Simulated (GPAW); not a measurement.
**Work function of ZrSi2N4 monolayer at several levels**

Aim: the work function of both faces of ZrSi2N4 monolayer, and its spread over functionals and bases. Where a layer proves gapped, the work function hangs on where the smearing puts the Fermi level, and the band edges take its place.

Calculated with GPAW 26.7.0; GPAW, PAW setups; layer in a repeated cell with vacuum, relaxation of atoms and in-plane cell, in the first sound run; inputs show where later runs differ.

Report form: the programs' logs are mostly left out.

## (1) The structure

The cell holds 7 atoms: 4 N, 2 Si and 1 Zr. Its edges and angles: a = 2.920 Å, b = 2.920 Å, c = 25.464 Å, α = 90.0°, β = 90.0°, γ = 120.0°. Vacuum lies along c.

Coordinates:

```cif
data_structure
_symmetry_space_group_name_H-M 'P 1'
_symmetry_Int_Tables_number 1
_cell_length_a 2.9200
_cell_length_b 2.9200
_cell_length_c 25.4642
_cell_angle_alpha 90.000
_cell_angle_beta 90.000
_cell_angle_gamma 120.000
_cell_volume 188.03
loop_
_atom_site_label
_atom_site_type_symbol
_atom_site_fract_x
_atom_site_fract_y
_atom_site_fract_z
_atom_site_occupancy
N1 N 0.00000 0.00000 0.35344 1
Si2 Si 0.33333 0.66667 0.37187 1
N3 N 0.33333 0.66667 0.44060 1
Zr4 Zr 0.00000 0.00000 0.50000 1
N5 N 0.33333 0.66667 0.55940 1
Si6 Si 0.33333 0.66667 0.62813 1
N7 N 0.00000 0.00000 0.64656 1
```

## (2) Relaxation

The atoms are relaxed first, since the surface dipole, and with it the work function, follows the positions of the outer layers.

run.py reads:

```python
import json
import numpy as np
from ase import Atoms
from ase.filters import FrechetCellFilter
from ase.optimize import BFGS
from gpaw import GPAW, PW

slab = Atoms(
    ['N', 'Si', 'N', 'Zr', 'N', 'Si', 'N'],
    positions=[
        [0.00000, 0.00000, 9.00000],
        [-0.00000, 1.68586, 9.46943],
        [-0.00000, 1.68586, 11.21943],
        [0.00000, 0.00000, 12.73208],
        [-0.00000, 1.68586, 14.24472],
        [-0.00000, 1.68586, 15.99472],
        [0.00000, 0.00000, 16.46415]],
    cell=[[2.92, 0.0, 0.0], [-1.46, 2.52879, 0.0], [0.0, 0.0, 25.4642]],
    pbc=[True, True, True])

slab.calc = GPAW(mode=PW(600), xc='PBE', kpts={'size': (12, 12, 1), 'gamma': True},
                 occupations={'name': 'fermi-dirac', 'width': 0.05}, nbands='200%',
                 convergence={'density': 1e-05}, maxiter=200,
                 symmetry={'tolerance': 1e-3}, txt='slab.txt')
result = {}
# The in-plane cell is free; stress needs a cell that repeats along all three vectors
path = []
opt = BFGS(FrechetCellFilter(slab, mask=[1, 1, 0, 0, 0, 1]), maxstep=0.2)
opt.attach(lambda: path.append((slab.get_potential_energy(), slab.positions.tolist(), slab.get_forces().tolist())))
result['relaxed'] = bool(opt.run(fmax=0.02, steps=45))
result['path'] = path
result['cell'] = slab.cell.tolist()
print('in-plane lattice', slab.cell.cellpar().round(4)[[0, 1, 5]])
energy = slab.get_potential_energy()
fermi = slab.calc.get_fermi_level()
v = slab.calc.get_electrostatic_potential().mean((0, 1)) - fermi
n = slab.calc.get_pseudo_density().mean((0, 1))
L = slab.cell[2, 2]
z = np.arange(len(v)) * L / len(v)
low, high = slab.positions[:, 2].min(), slab.positions[:, 2].max()
below, above = np.interp([low - 6.8, high + 6.8], z, v)
slopes = [np.interp(x, z, np.gradient(v, z)) for x in (low - 6.8, high + 6.8)]
eps = np.array([[slab.calc.get_eigenvalues(k, s) for k in range(len(slab.calc.get_ibz_k_points()))]
                for s in range(slab.calc.get_number_of_spins())]) - fermi
top, bottom = eps[eps < 0].max(), eps[eps > 0].min()
dipole = slab.get_dipole_moment()[2]
print(f'energy {energy:.4f} eV, Fermi level {fermi:.4f} eV, dipole {dipole:.5f} e A')
print(f'potential 6.8 A off the faces, from the Fermi level: lower {below:.4f} eV, upper {above:.4f} eV')
print(f'slope of the potential there: lower {slopes[0]:.5f}, upper {slopes[1]:.5f} eV/A')
print(f'nearest levels on the mesh: {top:.4f} and {bottom:.4f} eV')
print('magnetic moment', round(slab.get_magnetic_moment(), 3))
result.update(energy=energy, fermi=fermi, dipole=dipole, below=below, above=above, slopes=slopes, edges=[top, bottom],
              z=z.tolist(), v=v.tolist(), n=n.tolist(), positions=slab.positions.tolist(),
              forces=slab.get_forces(apply_constraint=False).tolist(), moments=slab.get_magnetic_moments().tolist())
json.dump(result, open('result.json', 'w'))
```

Command:

```bash
$ OMP_NUM_THREADS=1 OPENBLAS_NUM_THREADS=1 python run.py
```

Elapsed: 12 min, on 1 thread of Intel Xeon Platinum 8375C at 2.90GHz (Ice Lake), shared host; peak memory 0.57 GiB.

This step gave:

| Property | Result |
| --- | --- |
| dipole along the normal | -8.77e-4 e·Å |
| levels nearest the Fermi level on the mesh | -0.5714, 0.6995 eV from the Fermi level |

The electrostatic potential energy of an electron (without an applied field's), less the Fermi level, planar mean oscillates, so the rows of the table below give means over windows of 1.06 Å about each position, cut where the curve ends. Its maxima inside the range that stand out by 2 % of the span (Å: eV): 10.8: 0.700, 11.8: -7.34, 13.6: -7.34, 14.7: 0.706. Its minima: 9.4: -22.0, 11.5: -11.7, 12.7: -26.6, 14.0: -11.7, 16.1: -22.0.

Table of electrostatic potential energy of an electron (without an applied field's), less the Fermi level, planar mean by z; means over each step:

| z (Å) | electrostatic potential energy of an electron (without an applied field's), less the Fermi level, planar mean (eV) |
| --- | --- |
| 0.53 | 5.73 |
| 1.59 | 5.73 |
| 2.65 | 5.73 |
| 3.71 | 5.72 |
| 4.77 | 5.72 |
| 5.83 | 5.72 |
| 6.89 | 5.69 |
| 7.95 | 4.74 |
| 9.01 | -11.6 |
| 10.07 | -11.1 |
| 11.13 | -4.57 |
| 12.19 | -14.8 |
| 13.25 | -15.2 |
| 14.31 | -4.77 |
| 15.37 | -10.6 |
| 16.43 | -12.1 |
| 17.49 | 4.67 |
| 18.55 | 5.69 |
| 19.61 | 5.73 |
| 20.67 | 5.73 |
| 21.73 | 5.73 |
| 22.79 | 5.73 |
| 23.85 | 5.73 |
| 24.91 | 5.73 |

The pseudo valence density, planar mean by z:

| z (Å) | pseudo valence density, planar mean (e/Å³) |
| --- | --- |
| 6.0 | 7.3e-5 |
| 6.5 | 3.5e-4 |
| 7.0 | 0.00171 |
| 7.5 | 0.00849 |
| 8.0 | 0.0435 |
| 8.5 | 0.218 |
| 9.0 | 0.714 |
| 9.5 | 0.719 |
| 10.0 | 0.324 |
| 10.5 | 0.243 |
| 11.0 | 0.441 |
| 11.5 | 0.721 |
| 12.0 | 0.615 |
| 12.5 | 1.10 |
| 13.0 | 1.04 |
| 13.5 | 0.624 |
| 14.0 | 0.712 |
| 14.5 | 0.412 |
| 15.0 | 0.239 |
| 15.5 | 0.339 |
| 16.0 | 0.744 |
| 16.5 | 0.679 |
| 17.0 | 0.196 |
| 17.5 | 0.0377 |
| 18.0 | 0.00749 |
| 18.5 | 0.00153 |
| 19.0 | 3.2e-4 |
| 19.5 | 6.6e-5 |

The relaxation lowered the energy of the cell by 1.51 eV (energies extrapolated to zero smearing; the optimiser's log prints free energies). The largest force left on a free atom is 0.018 eV/Å.

## (3) The slab's potential

The work function is the vacuum plateau of the electrostatic potential less the Fermi level; a dipole layer lets the two faces have plateaus of their own.

This step: GPAW, PAW setups; slab in vacuum (GPAW 26.7.0).

The cell differs from the one that the last finished run ended in (c 25.464 → 25.039 Å).

run.py, as its differences from that of step 2:

```diff
@@ -3,4 +3,2 @@
 from ase import Atoms
-from ase.filters import FrechetCellFilter
-from ase.optimize import BFGS
 from gpaw import GPAW, PW
@@ -10,25 +8,18 @@
     positions=[
-        [0.00000, 0.00000, 9.00000],
-        [-0.00000, 1.68586, 9.46943],
-        [-0.00000, 1.68586, 11.21943],
-        [0.00000, 0.00000, 12.73208],
-        [-0.00000, 1.68586, 14.24472],
-        [-0.00000, 1.68586, 15.99472],
-        [0.00000, 0.00000, 16.46415]],
-    cell=[[2.92, 0.0, 0.0], [-1.46, 2.52879, 0.0], [0.0, 0.0, 25.4642]],
-    pbc=[True, True, True])
+        [-0.00000, 0.00000, 9.00000],
+        [0.00000, 1.73887, 9.49548],
+        [0.00000, 1.73887, 11.24747],
+        [-0.00000, 0.00000, 12.51936],
+        [0.00000, 1.73887, 13.79125],
+        [0.00000, 1.73887, 15.54324],
+        [-0.00000, -0.00000, 16.03872]],
+    cell=[[3.01181, 0.0, 0.0], [-1.50591, 2.6083, 0.0], [0.0, 0.0, 25.0387]],
+    pbc=[True, True, False])
 
-slab.calc = GPAW(mode=PW(600), xc='PBE', kpts={'size': (12, 12, 1), 'gamma': True},
+slab.calc = GPAW(mode=PW(500), xc='PBE', kpts={'size': (12, 12, 1), 'gamma': True},
                  occupations={'name': 'fermi-dirac', 'width': 0.05}, nbands='200%',
                  convergence={'density': 1e-05}, maxiter=200,
+                 poissonsolver={'dipolelayer': 'xy'},
                  symmetry={'tolerance': 1e-3}, txt='slab.txt')
 result = {}
-# The in-plane cell is free; stress needs a cell that repeats along all three vectors
-path = []
-opt = BFGS(FrechetCellFilter(slab, mask=[1, 1, 0, 0, 0, 1]), maxstep=0.2)
-opt.attach(lambda: path.append((slab.get_potential_energy(), slab.positions.tolist(), slab.get_forces().tolist())))
-result['relaxed'] = bool(opt.run(fmax=0.02, steps=45))
-result['path'] = path
-result['cell'] = slab.cell.tolist()
-print('in-plane lattice', slab.cell.cellpar().round(4)[[0, 1, 5]])
 energy = slab.get_potential_energy()
```

Elapsed: 43 s, on 1 thread; peak memory 0.28 GiB.

This step gave:

```yaml
dipole_along_the_normal: 3.35e-4 e·Å
levels_nearest_the_fermi_level_on_the_mesh: -0.5579, 0.6874 eV from the Fermi level
upper_work_function: 5.701 eV
lower_work_function: 5.709 eV
upper_ionisation_energy: 6.259 eV
```

The electrostatic potential energy of an electron (without an applied field's), less the Fermi level, planar mean oscillates, so the rows of the table below give means over windows of 1.11 Å about each position, cut where the curve ends. Its maxima inside the range that stand out by 2 % of the span (Å: eV): 10.6: 0.675, 11.7: -7.42, 13.4: -7.42, 14.5: 0.671. Its minima: 9.1: -22.0, 11.3: -11.6, 12.5: -26.6, 13.7: -11.6, 16.0: -22.0.

The electrostatic potential energy of an electron (without an applied field's), less the Fermi level, planar mean by z; means over each step:

z (Å), electrostatic potential energy of an electron (without an applied field's), less the Fermi level, planar mean (eV) and a bar from the least value:
```
     0.56        5.7 ##############################
     1.67        5.7 ##############################
     2.77        5.7 ##############################
     3.88        5.7 ##############################
     4.99        5.7 ##############################
     6.10        5.7 ##############################
     7.21        5.5 ##############################
     8.32       -1.0 ######################
     9.43      -17.7 ##
    10.54       -2.3 ####################
    11.65      -11.0 ##########
    12.76      -19.2 
    13.87       -6.4 ###############
    14.98       -7.4 ##############
    16.09      -14.4 ######
    17.20        4.3 ############################
    18.31        5.7 ##############################
    19.42        5.7 ##############################
    20.53        5.7 ##############################
    21.64        5.7 ##############################
    22.75        5.7 ##############################
    23.86        5.7 ##############################
```

Pseudo valence density, planar mean against z:

z (Å), pseudo valence density, planar mean (e/Å³) and a bar:
```
      5.5       0.00 
      6.0       0.00 
      6.5       0.00 
      7.0       0.00 
      7.5       0.02 
      8.0       0.09 ##
      8.5       0.41 #########
      9.0       0.80 ##################
      9.5       0.52 ############
     10.0       0.26 ######
     10.5       0.29 #######
     11.0       0.60 ##############
     11.5       0.71 ################
     12.0       0.71 ################
     12.5       1.30 ##############################
     13.0       0.73 #################
     13.5       0.69 ################
     14.0       0.62 ##############
     14.5       0.30 #######
     15.0       0.25 ######
     15.5       0.49 ###########
     16.0       0.81 ###################
     16.5       0.45 ##########
     17.0       0.10 ##
     17.5       0.02 
     18.0       0.00 
     18.5       0.00 
     19.0       0.00 
     19.5       0.00
```

Force by atom:

| atom | x (eV/Å) | y (eV/Å) | z (eV/Å) | size |
| --- | --- | --- | --- | --- |
| N1 | 0.000 | 0.000 | -0.103 | 0.103 |
| Si2 | 0.000 | 0.000 | 0.033 | 0.033 |
| N3 | 0.000 | 0.000 | 0.091 | 0.091 |
| Zr4 | 0.000 | 0.000 | 0.000 | 0.000 |
| N5 | 0.000 | 0.000 | -0.091 | 0.091 |
| Si6 | 0.000 | 0.000 | -0.033 | 0.033 |
| N7 | 0.000 | 0.000 | 0.103 | 0.103 |

The layer is gapped, so the Fermi level lies somewhere inside the gap, set by smearing and numerics, and these work functions are no property of the material; the band edges below the vacuum level are. The potential is flat to 9.9e-4 eV/Å where it is read, so the vacuum is wide enough.

## (4) Self-consistent run: xc = "RPBE"

The same geometry under RPBE, to see how far the functional moves the levels against the vacuum.

run.py, as its differences from that of step 3:

```diff
@@ -18,3 +18,3 @@
 
-slab.calc = GPAW(mode=PW(500), xc='PBE', kpts={'size': (12, 12, 1), 'gamma': True},
+slab.calc = GPAW(mode=PW(500), xc='RPBE', kpts={'size': (12, 12, 1), 'gamma': True},
                  occupations={'name': 'fermi-dirac', 'width': 0.05}, nbands='200%',
```

It took 44 s on 1 thread; peak memory 0.28 GiB.

Numbers from this step:

```
levels nearest the Fermi level on the mesh : -0.5808, 0.7118 eV from the Fermi level
upper work function                        : 5.553 eV
lower work function                        : 5.561 eV
upper ionisation energy                    : 6.134 eV
```

The electrostatic potential energy of an electron (without an applied field's), less the Fermi level, planar mean oscillates, so the rows of the table below give means over windows of 1.11 Å about each position, cut where the curve ends. Its maxima inside the range that stand out by 2 % of the span (Å: eV): 10.6: 0.549, 11.7: -7.54, 13.4: -7.54, 14.5: 0.545. Its minima: 9.1: -22.1, 11.3: -11.7, 12.5: -26.7, 13.7: -11.7, 16.0: -22.1.

The electrostatic potential energy of an electron (without an applied field's), less the Fermi level, planar mean by z; means over each step:

| z (Å) | electrostatic potential energy of an electron (without an applied field's), less the Fermi level, planar mean (eV) |
| --- | --- |
| 0.56 | 5.56 |
| 1.67 | 5.56 |
| 2.77 | 5.56 |
| 3.88 | 5.56 |
| 4.99 | 5.56 |
| 6.10 | 5.55 |
| 7.21 | 5.36 |
| 8.32 | -1.09 |
| 9.43 | -17.8 |
| 10.54 | -2.48 |
| 11.65 | -11.1 |
| 12.76 | -19.4 |
| 13.87 | -6.56 |
| 14.98 | -7.54 |
| 16.09 | -14.5 |
| 17.20 | 4.14 |
| 18.31 | 5.50 |
| 19.42 | 5.55 |
| 20.53 | 5.55 |
| 21.64 | 5.55 |
| 22.75 | 5.55 |
| 23.86 | 5.55 |

Pseudo valence density, planar mean against z:

| z (Å) | pseudo valence density, planar mean (e/Å³) |
| --- | --- |
| 5.5 | 3.5e-5 |
| 6.0 | 1.6e-4 |
| 6.5 | 7.2e-4 |
| 7.0 | 0.00340 |
| 7.5 | 0.0169 |
| 8.0 | 0.0870 |
| 8.5 | 0.412 |
| 9.0 | 0.799 |
| 9.5 | 0.520 |
| 10.0 | 0.257 |
| 10.5 | 0.286 |
| 11.0 | 0.600 |
| 11.5 | 0.708 |
| 12.0 | 0.706 |
| 12.5 | 1.30 |
| 13.0 | 0.733 |
| 13.5 | 0.693 |
| 14.0 | 0.622 |
| 14.5 | 0.298 |
| 15.0 | 0.251 |
| 15.5 | 0.486 |
| 16.0 | 0.806 |
| 16.5 | 0.452 |
| 17.0 | 0.101 |
| 17.5 | 0.0191 |
| 18.0 | 0.00376 |
| 18.5 | 8.2e-4 |
| 19.0 | 1.8e-4 |
| 19.5 | 3.8e-5 |

Force by atom:

| atom | x (eV/Å) | y (eV/Å) | z (eV/Å) | size |
| --- | --- | --- | --- | --- |
| N1 | 0.000 | 0.000 | -0.276 | 0.276 |
| Si2 | 0.000 | 0.000 | 0.003 | 0.003 |
| N3 | 0.000 | 0.000 | 0.038 | 0.038 |
| Zr4 | 0.000 | 0.000 | 0.000 | 0.000 |
| N5 | 0.000 | 0.000 | -0.038 | 0.038 |
| Si6 | 0.000 | 0.000 | -0.003 | 0.003 |
| N7 | 0.000 | 0.000 | 0.276 | 0.276 |

The highest filled level lies 0.581 eV under the Fermi level, so the ionisation energy from the upper face is 5.553 + 0.581 = 6.134 eV, against 6.259 eV in the base run.

## (5) Self-consistent run: xc = "vdW-DF2"

The same geometry under vdW-DF2, to see how far the functional moves the levels against the vacuum (the van der Waals functionals take revPBE setups).

run.py, as its differences from that of step 4:

```diff
@@ -18,3 +18,3 @@
 
-slab.calc = GPAW(mode=PW(500), xc='RPBE', kpts={'size': (12, 12, 1), 'gamma': True},
+slab.calc = GPAW(mode=PW(500), xc='vdW-DF2', kpts={'size': (12, 12, 1), 'gamma': True},
                  occupations={'name': 'fermi-dirac', 'width': 0.05}, nbands='200%',
```

It took 56 s on 1 thread; peak memory 0.45 GiB.

Numbers from this step:

```
levels nearest the Fermi level on the mesh : -0.6220, 0.7574 eV from the Fermi level
upper work function                        : 6.086 eV
lower work function                        : 6.094 eV
upper ionisation energy                    : 6.708 eV
```

The highest filled level lies 0.622 eV under the Fermi level, so the ionisation energy from the upper face is 6.086 + 0.622 = 6.708 eV, against 6.259 eV in the base run.

## (6) OptPBE vdW: xc = "optPBE-vdW"

The same geometry under optPBE-vdW, to see how far the functional moves the levels against the vacuum (the van der Waals functionals take revPBE setups).

run.py, as its differences from that of step 5:

```diff
@@ -18,3 +18,3 @@
 
-slab.calc = GPAW(mode=PW(500), xc='vdW-DF2', kpts={'size': (12, 12, 1), 'gamma': True},
+slab.calc = GPAW(mode=PW(500), xc='optPBE-vdW', kpts={'size': (12, 12, 1), 'gamma': True},
                  occupations={'name': 'fermi-dirac', 'width': 0.05}, nbands='200%',
```

The job ended after 56 s (1 thread; peak memory 0.45 GiB).

This step gave:

| Property | Result |
| --- | --- |
| levels nearest the Fermi level on the mesh | -0.5863, 0.7182 eV from the Fermi level |
| upper work function | 5.927 eV |
| lower work function | 5.935 eV |
| upper ionisation energy | 6.513 eV |

The electrostatic potential energy of an electron (without an applied field's), less the Fermi level, planar mean oscillates, so the rows of the table below give means over windows of 1.11 Å about each position, cut where the curve ends. Its maxima inside the range that stand out by 2 % of the span (Å: eV): 10.6: 0.651, 11.7: -7.41, 13.4: -7.41, 14.5: 0.647. Its minima: 9.1: -21.9, 11.3: -11.5, 12.5: -26.6, 13.7: -11.5, 16.0: -21.9.

The electrostatic potential energy of an electron (without an applied field's), less the Fermi level, planar mean by z; means over each step:

| z (Å) | electrostatic potential energy of an electron (without an applied field's), less the Fermi level, planar mean (eV) |
| --- | --- |
| 0.56 | 5.93 |
| 1.67 | 5.94 |
| 2.77 | 5.93 |
| 3.88 | 5.93 |
| 4.99 | 5.93 |
| 6.10 | 5.92 |
| 7.21 | 5.71 |
| 8.32 | -0.846 |
| 9.43 | -17.7 |
| 10.54 | -2.37 |
| 11.65 | -11.0 |
| 12.76 | -19.3 |
| 13.87 | -6.41 |
| 14.98 | -7.44 |
| 16.09 | -14.3 |
| 17.20 | 4.44 |
| 18.31 | 5.87 |
| 19.42 | 5.92 |
| 20.53 | 5.92 |
| 21.64 | 5.93 |
| 22.75 | 5.93 |
| 23.86 | 5.93 |

The highest filled level lies 0.586 eV under the Fermi level, so the ionisation energy from the upper face is 5.927 + 0.586 = 6.513 eV, against 6.259 eV in the base run.

[end of part 1 of 2]

[Logs are printed without paths, hosts, clocks, repeated set-up lines and the standing remarks that a program may print on its own settings, such as how far it seeks lower states.]

[Hosts, paths, dates, database ids (printed as entryN), source tags and the programs' standing remarks are cut or masked in the printed files.]
